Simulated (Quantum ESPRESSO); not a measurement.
# K(100), 5 layers: vacuum convergence, part 2 of 3

Wanted: the cheapest sound input for K(100), 5 layers, from a series that sets result against time.

Quantum ESPRESSO 7.5; plane-wave DFT, PBE, GBRV ultrasoft pseudopotentials.

So far. Step 2 (SCF with pw.x: 24 Å of vacuum): The run needed 29 iterations to bring the estimated error under 1e-07 Ry; the largest force on any atom, held or free, is 0.04 eV/Å. Step 3 (Electrostatic potential): Inside the slab this potential holds the local part of the pseudopotentials, which can be repulsive at the nuclei; only its value in the vacuum has a meaning of its own.

## 4. SCF with pw.x: 18 Å of vacuum

File c2.in:

```
&control
  prefix = 'c2'
  outdir = './out'
  pseudo_dir = './pseudo'
  calculation = 'scf'
  tprnfor = .true.
/
&system
  ibrav = 0
  nat = 5
  ntyp = 1
  ecutwfc = 40
  ecutrho = 200
  occupations = 'smearing'
  smearing = 'mv'
  degauss = 0.02
/
&electrons
  conv_thr = 1e-07
  mixing_beta = 0.4
  electron_maxstep = 120
  mixing_mode = 'local-TF'
/
ATOMIC_SPECIES
  K   39.0983  k_pbe_v1.4.uspp.F.UPF
CELL_PARAMETERS angstrom
  5.23000000000000 0.00000000000000 0.00000000000000
  0.00000000000000 5.23000000000000 0.00000000000000
  0.00000000000000 0.00000000000000 28.46000000000000
ATOMIC_POSITIONS crystal
  K   0.000000000000 0.000000000000 0.316233309909
  K   0.500000000000 0.500000000000 0.408116654954
  K   0.000000000000 0.000000000000 0.500000000000
  K   0.500000000000 0.500000000000 0.591883345046
  K   0.000000000000 0.000000000000 0.683766690091
K_POINTS automatic
  4 4 1 0 0 0
```

The run is started by

```sh
OMP_NUM_THREADS=1 mpirun -n 4 pw.x -nk 1 -in c2.in > c2.out
```

The log of the run:

```text
[banner, memory and clock lines left out]
Program PWSCF v.7.5 starts
[...]
Message from routine setup:
[...]
number of electrons       =        45.00
     number of Kohn-Sham states=           28
     kinetic-energy cutoff     =      40.0000  Ry
     charge density cutoff     =     200.0000  Ry
[...]
number of k points=     6  Marzari-Vanderbilt smearing, width (Ry)=  0.0200
[...]
Dense  grid:   251023 G-vectors     FFT dimensions: (  45,  45, 243)
[...]
negative rho (up, down):  2.738E-04 0.000E+00
     Starting wfcs are   40 randomized atomic wfcs
[...]
negative rho (up, down):  5.630E-03 0.000E+00
[...]
estimated scf accuracy    <       0.98777380 Ry
[...]
negative rho (up, down):  4.723E-02 0.000E+00
[...]
estimated scf accuracy    <       0.68052775 Ry
[...]
negative rho (up, down):  6.864E-02 0.000E+00
[...]
estimated scf accuracy    <       0.20124478 Ry
[...]
negative rho (up, down):  5.979E-02 0.000E+00
[...]
estimated scf accuracy    <       1.64490368 Ry
[...]
negative rho (up, down):  5.550E-02 0.000E+00
[...]
estimated scf accuracy    <       0.07398075 Ry
[...]
negative rho (up, down):  5.803E-02 0.000E+00
[...]
estimated scf accuracy    <       0.13777806 Ry
[...]
negative rho (up, down):  5.917E-02 0.000E+00
[...]
estimated scf accuracy    <       0.03405716 Ry
[...]
negative rho (up, down):  5.815E-02 0.000E+00
[...]
estimated scf accuracy    <       0.05016435 Ry
[...]
negative rho (up, down):  5.399E-02 0.000E+00
[...]
estimated scf accuracy    <       0.04468624 Ry
[...]
negative rho (up, down):  4.194E-02 0.000E+00
[...]
estimated scf accuracy    <       0.04468048 Ry
[...]
negative rho (up, down):  1.887E-02 0.000E+00
[...]
estimated scf accuracy    <       0.00328977 Ry
[...]
negative rho (up, down):  1.551E-02 0.000E+00
[...]
estimated scf accuracy    <       0.02389434 Ry
[...]
negative rho (up, down):  8.651E-03 0.000E+00
[...]
estimated scf accuracy    <       0.01512168 Ry
[...]
negative rho (up, down):  5.914E-03 0.000E+00
[...]
estimated scf accuracy    <       0.00025161 Ry
[...]
negative rho (up, down):  4.284E-03 0.000E+00
[...]
estimated scf accuracy    <       0.00036878 Ry
[...]
negative rho (up, down):  3.058E-04 0.000E+00
[...]
estimated scf accuracy    <       0.00018909 Ry
[...]
negative rho (up, down):  5.662E-04 0.000E+00
[...]
estimated scf accuracy    <       0.00011205 Ry
[...]
negative rho (up, down):  3.022E-05 0.000E+00
[...]
estimated scf accuracy    <       0.00006712 Ry
[...]
negative rho (up, down):  2.100E-05 0.000E+00
[...]
estimated scf accuracy    <       0.00001808 Ry
[...]
negative rho (up, down):  4.326E-05 0.000E+00
[...]
estimated scf accuracy    <       0.00000052 Ry
[...]
negative rho (up, down):  5.251E-05 0.000E+00
[...]
estimated scf accuracy    <       0.00000600 Ry
[...]
negative rho (up, down):  5.355E-05 0.000E+00
[...]
estimated scf accuracy    <       0.00000122 Ry
[...]
negative rho (up, down):  4.912E-05 0.000E+00
[...]
estimated scf accuracy    <       0.00000020 Ry
[...]
negative rho (up, down):  4.861E-05 0.000E+00
[...]
estimated scf accuracy    <       0.00000017 Ry
[...]
negative rho (up, down):  4.931E-05 0.000E+00
[...]
the Fermi energy is    -0.3021 ev
!    total energy              =    -284.90805962 Ry
     estimated scf accuracy    <          5.9E-09 Ry
     smearing contrib. (-TS)   =      -0.00219402 Ry
     internal energy E=F+TS    =    -284.90586560 Ry
[...]
one-electron contribution =    -888.17083422 Ry
     hartree contribution      =     442.34839714 Ry
     xc contribution           =     -44.78714854 Ry
     ewald contribution        =     205.70372003 Ry
     convergence has been achieved in  25 iterations
     negative rho (up, down):  4.931E-05 0.000E+00
[...]
Total force =     0.002734     Total SCF correction =     0.000188
[...]
```

Elapsed: 58 s, on 4 MPI ranks of Arm Neoverse V2, shared host; peak memory 1.1 GiB; 3.9 min of CPU time.

Read from the output:

```
free energy  : -3876.3716 eV
Fermi energy : -0.3021 eV
```

The program's own clock; routines nest. Time by routine:

```csv
routine,wall time (s),calls
PWSCF,57.42,1
electrons,55.95,1
c_bands,35.89,25
cegterg,34.6,150
h_psi,24.93,804
fftw,21.06,31102
vloc_psi,19.82,804
sum_band,8.72,25
mix_rho,5.93,25
newd,4.45,26
calbec,3.37,978
ffts,3.32,2997
h_psi:calbec,2.52,804
add_vuspsi,2.51,804
```

## 5. Electrostatic potential

File c2.pot.in:

```
&inputpp
  prefix = 'c2'
  outdir = './out'
  filplot = 'c2.pot.dat'
  plot_num = 11
/
```

The run is started by

```sh
OMP_NUM_THREADS=1 mpirun -n 4 pp.x -in c2.pot.in > c2.pot.out
```

Run time: 1.1 s. Hardware: 4 MPI ranks; peak memory 0.23 GiB; 4 s of CPU time.

Numbers from this step:

| Quantity | Value |
| --- | --- |
| potential in the middle of the vacuum, over the Fermi level | 2.229 eV |

Counted from each run's own zero (the Fermi level), the vacuum level differs from the first run's by -0 meV.

## 6. SCF with pw.x: 14 Å of vacuum

File c4.in:

```
&control
  prefix = 'c4'
  outdir = './out'
  pseudo_dir = './pseudo'
  calculation = 'scf'
  tprnfor = .true.
/
&system
  ibrav = 0
  nat = 5
  ntyp = 1
  ecutwfc = 40
  ecutrho = 200
  occupations = 'smearing'
  smearing = 'mv'
  degauss = 0.02
/
&electrons
  conv_thr = 1e-07
  mixing_beta = 0.4
  electron_maxstep = 120
  mixing_mode = 'local-TF'
/
ATOMIC_SPECIES
  K   39.0983  k_pbe_v1.4.uspp.F.UPF
CELL_PARAMETERS angstrom
  5.23000000000000 0.00000000000000 0.00000000000000
  0.00000000000000 5.23000000000000 0.00000000000000
  0.00000000000000 0.00000000000000 24.46000000000000
ATOMIC_POSITIONS crystal
  K   0.000000000000 0.000000000000 0.286181520850
  K   0.500000000000 0.500000000000 0.393090760425
  K   0.000000000000 0.000000000000 0.500000000000
  K   0.500000000000 0.500000000000 0.606909239575
  K   0.000000000000 0.000000000000 0.713818479150
K_POINTS automatic
  4 4 1 0 0 0
```

The run is started by

```sh
OMP_NUM_THREADS=1 mpirun -n 4 pw.x -nk 1 -in c4.in > c4.out
```

The log of the run:

```text
[banner, memory and clock lines left out]
Program PWSCF v.7.5 starts
[...]
Message from routine setup:
[...]
number of electrons       =        45.00
     number of Kohn-Sham states=           28
     kinetic-energy cutoff     =      40.0000  Ry
     charge density cutoff     =     200.0000  Ry
[...]
number of k points=     6  Marzari-Vanderbilt smearing, width (Ry)=  0.0200
[...]
Dense  grid:   215813 G-vectors     FFT dimensions: (  45,  45, 216)
[...]
negative rho (up, down):  1.907E-04 0.000E+00
     Starting wfcs are   40 randomized atomic wfcs
[...]
negative rho (up, down):  5.061E-03 0.000E+00
[...]
estimated scf accuracy    <       0.98531944 Ry
[...]
negative rho (up, down):  4.658E-02 0.000E+00
[...]
estimated scf accuracy    <       0.68092625 Ry
[...]
negative rho (up, down):  6.336E-02 0.000E+00
[...]
estimated scf accuracy    <       0.20144284 Ry
[...]
negative rho (up, down):  6.251E-02 0.000E+00
[...]
estimated scf accuracy    <       1.06192544 Ry
[...]
negative rho (up, down):  6.273E-02 0.000E+00
[...]
estimated scf accuracy    <       0.39386875 Ry
[...]
negative rho (up, down):  6.196E-02 0.000E+00
[...]
estimated scf accuracy    <       0.11424006 Ry
[...]
negative rho (up, down):  5.872E-02 0.000E+00
[...]
estimated scf accuracy    <       0.02121952 Ry
[...]
negative rho (up, down):  5.986E-02 0.000E+00
[...]
estimated scf accuracy    <       0.00607194 Ry
[...]
negative rho (up, down):  5.769E-02 0.000E+00
[...]
estimated scf accuracy    <       0.00654328 Ry
[...]
negative rho (up, down):  4.094E-02 0.000E+00
[...]
estimated scf accuracy    <       0.01165525 Ry
[...]
negative rho (up, down):  2.716E-02 0.000E+00
[...]
estimated scf accuracy    <       0.03287506 Ry
[...]
negative rho (up, down):  1.397E-02 0.000E+00
[...]
estimated scf accuracy    <       0.00713019 Ry
[...]
negative rho (up, down):  2.096E-03 0.000E+00
[...]
estimated scf accuracy    <       0.00251034 Ry
[...]
negative rho (up, down):  5.707E-06 0.000E+00
[...]
estimated scf accuracy    <       0.00170991 Ry
[...]
estimated scf accuracy    <       0.00137109 Ry
[...]
negative rho (up, down):  3.110E-03 0.000E+00
[...]
estimated scf accuracy    <       0.00076215 Ry
[...]
negative rho (up, down):  3.731E-05 0.000E+00
[...]
estimated scf accuracy    <       0.00139766 Ry
[...]
estimated scf accuracy    <       0.00048617 Ry
[...]
negative rho (up, down):  3.746E-07 0.000E+00
[...]
estimated scf accuracy    <       0.00012978 Ry
[...]
negative rho (up, down):  4.615E-07 0.000E+00
[...]
estimated scf accuracy    <       0.00004512 Ry
[...]
estimated scf accuracy    <       0.00004679 Ry
[...]
negative rho (up, down):  5.143E-08 0.000E+00
[...]
estimated scf accuracy    <       0.00002903 Ry
[...]
negative rho (up, down):  1.364E-06 0.000E+00
[...]
estimated scf accuracy    <       0.00000595 Ry
[...]
negative rho (up, down):  1.600E-07 0.000E+00
[...]
estimated scf accuracy    <       0.00000082 Ry
[...]
negative rho (up, down):  1.889E-07 0.000E+00
[...]
estimated scf accuracy    <       0.00000183 Ry
[...]
negative rho (up, down):  2.005E-07 0.000E+00
[...]
estimated scf accuracy    <       0.00000045 Ry
[...]
negative rho (up, down):  2.281E-07 0.000E+00
[...]
the Fermi energy is     0.0120 ev
!    total energy              =    -284.90813945 Ry
     estimated scf accuracy    <       0.00000003 Ry
     smearing contrib. (-TS)   =      -0.00218457 Ry
     internal energy E=F+TS    =    -284.90595488 Ry
[...]
one-electron contribution =    -638.38266053 Ry
     hartree contribution      =     317.97279769 Ry
     xc contribution           =     -44.78660969 Ry
     ewald contribution        =      80.29051764 Ry
     convergence has been achieved in  27 iterations
     negative rho (up, down):  2.281E-07 0.000E+00
[...]
Total force =     0.002873     Total SCF correction =     0.000207
[...]
```

Elapsed: 48 s, on 4 MPI ranks; peak memory 0.98 GiB.

Read from the output:

| Property | Result |
| --- | --- |
| free energy | -3876.3727 eV |
| Fermi energy | 0.012 eV |

The program's own clock; routines nest. Time by routine:

```csv
routine,wall time (s),calls
PWSCF,47.61,1
electrons,46.32,1
c_bands,28.17,27
cegterg,26.98,162
h_psi,19.38,851
fftw,16.54,29648
vloc_psi,15.24,851
sum_band,7.97,27
mix_rho,5.18,27
newd,4.11,28
calbec,2.82,1037
ffts,2.8,3179
h_psi:calbec,2.04,851
add_vuspsi,2.04,851
```

## 7. Potential by pp.x

File c4.pot.in:

```
&inputpp
  prefix = 'c4'
  outdir = './out'
  filplot = 'c4.pot.dat'
  plot_num = 11
/
```

The run is started by

```sh
OMP_NUM_THREADS=1 mpirun -n 4 pp.x -in c4.pot.in > c4.pot.out
```

Run time: 1 s. Hardware: 4 MPI ranks; peak memory 0.2 GiB.

Read from the output:

| Quantity | Value |
| --- | --- |
| potential in the middle of the vacuum, over the Fermi level | 2.232 eV |

Counted from each run's own zero (the Fermi level), the vacuum level differs from the first run's by +3 meV.

## 8. SCF with pw.x: 12 Å of vacuum

File c6.in:

```
&control
  prefix = 'c6'
  outdir = './out'
  pseudo_dir = './pseudo'
  calculation = 'scf'
  tprnfor = .true.
/
&system
  ibrav = 0
  nat = 5
  ntyp = 1
  ecutwfc = 40
  ecutrho = 200
  occupations = 'smearing'
  smearing = 'mv'
  degauss = 0.02
/
&electrons
  conv_thr = 1e-07
  mixing_beta = 0.4
  electron_maxstep = 120
  mixing_mode = 'local-TF'
/
ATOMIC_SPECIES
  K   39.0983  k_pbe_v1.4.uspp.F.UPF
CELL_PARAMETERS angstrom
  5.23000000000000 0.00000000000000 0.00000000000000
  0.00000000000000 5.23000000000000 0.00000000000000
  0.00000000000000 0.00000000000000 22.46000000000000
ATOMIC_POSITIONS crystal
  K   0.000000000000 0.000000000000 0.267141585040
  K   0.500000000000 0.500000000000 0.383570792520
  K   0.000000000000 0.000000000000 0.500000000000
  K   0.500000000000 0.500000000000 0.616429207480
  K   0.000000000000 0.000000000000 0.732858414960
K_POINTS automatic
  4 4 1 0 0 0
```

The run is started by

```sh
OMP_NUM_THREADS=1 mpirun -n 4 pw.x -nk 1 -in c6.in > c6.out
```

The log of the run:

```text
[banner, memory and clock lines left out]
Program PWSCF v.7.5 starts
[...]
Message from routine setup:
[...]
number of electrons       =        45.00
     number of Kohn-Sham states=           28
     kinetic-energy cutoff     =      40.0000  Ry
     charge density cutoff     =     200.0000  Ry
[...]
number of k points=     6  Marzari-Vanderbilt smearing, width (Ry)=  0.0200
[...]
Dense  grid:   198163 G-vectors     FFT dimensions: (  45,  45, 192)
[...]
negative rho (up, down):  1.287E-04 0.000E+00
     Starting wfcs are   40 randomized atomic wfcs
[...]
negative rho (up, down):  3.961E-03 0.000E+00
[...]
estimated scf accuracy    <       0.98667856 Ry
[...]
negative rho (up, down):  4.368E-02 0.000E+00
[...]
estimated scf accuracy    <       0.68023355 Ry
[...]
negative rho (up, down):  6.435E-02 0.000E+00
[...]
estimated scf accuracy    <       0.19981371 Ry
[...]
negative rho (up, down):  5.926E-02 0.000E+00
[...]
estimated scf accuracy    <       1.31394947 Ry
[...]
negative rho (up, down):  6.113E-02 0.000E+00
[...]
estimated scf accuracy    <       0.32739302 Ry
[...]
negative rho (up, down):  6.061E-02 0.000E+00
[...]
estimated scf accuracy    <       0.14864108 Ry
[...]
negative rho (up, down):  5.354E-02 0.000E+00
[...]
estimated scf accuracy    <       0.03383054 Ry
[...]
negative rho (up, down):  4.419E-02 0.000E+00
[...]
estimated scf accuracy    <       0.00782950 Ry
[...]
negative rho (up, down):  4.046E-02 0.000E+00
[...]
estimated scf accuracy    <       0.02237751 Ry
[...]
negative rho (up, down):  2.947E-02 0.000E+00
[...]
estimated scf accuracy    <       0.00344827 Ry
[...]
estimated scf accuracy    <       0.00727044 Ry
[...]
negative rho (up, down):  2.213E-05 0.000E+00
[...]
estimated scf accuracy    <       0.01443285 Ry
[...]
negative rho (up, down):  4.678E-05 0.000E+00
[...]
estimated scf accuracy    <       0.00012790 Ry
[...]
negative rho (up, down):  4.837E-05 0.000E+00
[...]
estimated scf accuracy    <       0.00066573 Ry
[...]
negative rho (up, down):  1.263E-07 0.000E+00
[...]
estimated scf accuracy    <       0.00000592 Ry
[...]
estimated scf accuracy    <       0.00000177 Ry
[...]
estimated scf accuracy    <       0.00000097 Ry
[...]
estimated scf accuracy    <       0.00000208 Ry
[...]
the Fermi energy is     0.2092 ev
!    total energy              =    -284.90824112 Ry
     estimated scf accuracy    <       0.00000008 Ry
     smearing contrib. (-TS)   =      -0.00215284 Ry
     internal energy E=F+TS    =    -284.90608828 Ry
[...]
one-electron contribution =    -523.96108306 Ry
     hartree contribution      =     261.09046712 Ry
     xc contribution           =     -44.78698510 Ry
     ewald contribution        =      22.75151276 Ry
     convergence has been achieved in  19 iterations
[...]
Total force =     0.002584     Total SCF correction =     0.000781
[...]
```

The job ended after 36 s (4 MPI ranks; peak memory 0.75 GiB; 2.4 min of CPU time).

Read from the output:

| Quantity | Value |
| --- | --- |
| free energy | -3876.3741 eV |
| Fermi energy | 0.2092 eV |

The program's own clock; routines nest. Time by routine:

```csv
routine,wall time (s),calls
PWSCF,35.78,1
electrons,34.6,1
c_bands,22.96,19
cegterg,22.18,114
h_psi,15.8,661
fftw,13.16,25310
vloc_psi,12.5,661
sum_band,5.18,19
mix_rho,3.28,19
newd,2.68,20
calbec,2.16,799
ffts,1.82,2201
add_vuspsi,1.63,661
h_psi:calbec,1.62,661
```

## 9. Potential by pp.x

File c6.pot.in:

```
&inputpp
  prefix = 'c6'
  outdir = './out'
  filplot = 'c6.pot.dat'
  plot_num = 11
/
```

The run is started by

```sh
OMP_NUM_THREADS=1 mpirun -n 4 pp.x -in c6.pot.in > c6.pot.out
```

The job ended after 0.97 s (4 MPI ranks; peak memory 0.19 GiB; 3.6 s of CPU time).

Numbers from this step:

| Item | Value |
| --- | --- |
| potential in the middle of the vacuum, over the Fermi level | 2.241 eV |

Counted from each run's own zero (the Fermi level), the vacuum level differs from the first run's by +11 meV.

## 10. Ground state: 10 Å of vacuum

File c8.in:

```
&control
  prefix = 'c8'
  outdir = './out'
  pseudo_dir = './pseudo'
  calculation = 'scf'
  tprnfor = .true.
/
&system
  ibrav = 0
  nat = 5
  ntyp = 1
  ecutwfc = 40
  ecutrho = 200
  occupations = 'smearing'
  smearing = 'mv'
  degauss = 0.02
/
&electrons
  conv_thr = 1e-07
  mixing_beta = 0.4
  electron_maxstep = 120
  mixing_mode = 'local-TF'
/
ATOMIC_SPECIES
  K   39.0983  k_pbe_v1.4.uspp.F.UPF
CELL_PARAMETERS angstrom
  5.23000000000000 0.00000000000000 0.00000000000000
  0.00000000000000 5.23000000000000 0.00000000000000
  0.00000000000000 0.00000000000000 20.46000000000000
ATOMIC_POSITIONS crystal
  K   0.000000000000 0.000000000000 0.244379276637
  K   0.500000000000 0.500000000000 0.372189638319
  K   0.000000000000 0.000000000000 0.500000000000
  K   0.500000000000 0.500000000000 0.627810361681
  K   0.000000000000 0.000000000000 0.755620723363
K_POINTS automatic
  4 4 1 0 0 0
```

The run is started by

```sh
OMP_NUM_THREADS=1 mpirun -n 4 pw.x -nk 1 -in c8.in > c8.out
```

The log of the run:

```text
[banner, memory and clock lines left out]
Program PWSCF v.7.5 starts
[...]
Message from routine setup:
[...]
number of electrons       =        45.00
     number of Kohn-Sham states=           28
     kinetic-energy cutoff     =      40.0000  Ry
     charge density cutoff     =     200.0000  Ry
[...]
number of k points=     6  Marzari-Vanderbilt smearing, width (Ry)=  0.0200
[...]
Dense  grid:   180483 G-vectors     FFT dimensions: (  45,  45, 180)
[...]
negative rho (up, down):  4.165E-05 0.000E+00
     Starting wfcs are   40 randomized atomic wfcs
[...]
negative rho (up, down):  1.219E-03 0.000E+00
[...]
estimated scf accuracy    <       0.98253900 Ry
[...]
negative rho (up, down):  2.546E-02 0.000E+00
[...]
estimated scf accuracy    <       0.68000878 Ry
[...]
negative rho (up, down):  3.666E-02 0.000E+00
[...]
estimated scf accuracy    <       0.20794230 Ry
[...]
negative rho (up, down):  2.532E-02 0.000E+00
[...]
estimated scf accuracy    <       0.75705678 Ry
[...]
negative rho (up, down):  2.301E-02 0.000E+00
[...]
estimated scf accuracy    <       0.11183268 Ry
[...]
negative rho (up, down):  1.211E-02 0.000E+00
[...]
estimated scf accuracy    <       0.07121638 Ry
[...]
negative rho (up, down):  6.013E-03 0.000E+00
[...]
estimated scf accuracy    <       0.00254283 Ry
[...]
negative rho (up, down):  8.577E-03 0.000E+00
[...]
estimated scf accuracy    <       0.00046654 Ry
[...]
negative rho (up, down):  7.616E-03 0.000E+00
[...]
estimated scf accuracy    <       0.01164660 Ry
[...]
estimated scf accuracy    <       0.01272251 Ry
[...]
estimated scf accuracy    <       0.00131528 Ry
[...]
estimated scf accuracy    <       0.00294188 Ry
[...]
estimated scf accuracy    <       0.00189660 Ry
[...]
estimated scf accuracy    <       0.00007742 Ry
[...]
estimated scf accuracy    <       0.00000448 Ry
[...]
estimated scf accuracy    <       0.00000643 Ry
[...]
estimated scf accuracy    <       0.00000423 Ry
[...]
estimated scf accuracy    <       0.00000193 Ry
[...]
estimated scf accuracy    <       0.00000029 Ry
[...]
the Fermi energy is     0.4412 ev
!    total energy              =    -284.90862542 Ry
     estimated scf accuracy    <       0.00000007 Ry
     smearing contrib. (-TS)   =      -0.00204254 Ry
     internal energy E=F+TS    =    -284.90658289 Ry
[...]
one-electron contribution =    -419.22591553 Ry
     hartree contribution      =     209.10007929 Ry
     xc contribution           =     -44.78563978 Ry
     ewald contribution        =     -29.99510687 Ry
     convergence has been achieved in  20 iterations
[...]
Total force =     0.003220     Total SCF correction =     0.000603
[...]
```

It took 32 s on 4 MPI ranks; peak memory 0.85 GiB.

This step gave:

| Quantity | Value |
| --- | --- |
| free energy | -3876.3793 eV |
| Fermi energy | 0.4412 eV |

(Continued in part 3 of 3.)

[Logs are printed without paths, hosts, clocks, repeated set-up lines and the standing remarks that a program may print on its own settings, such as how far it seeks lower states.]

[Hosts, paths, dates, database ids (printed as entryN), source tags and the programs' standing remarks are cut or masked in the printed files.]

[Maps of the electrostatic potential energy from Ansatz leave out the sawtooth potential of an applied field or a dipole correction, so their vacuum need not be flat; planar profiles and work functions include it.]
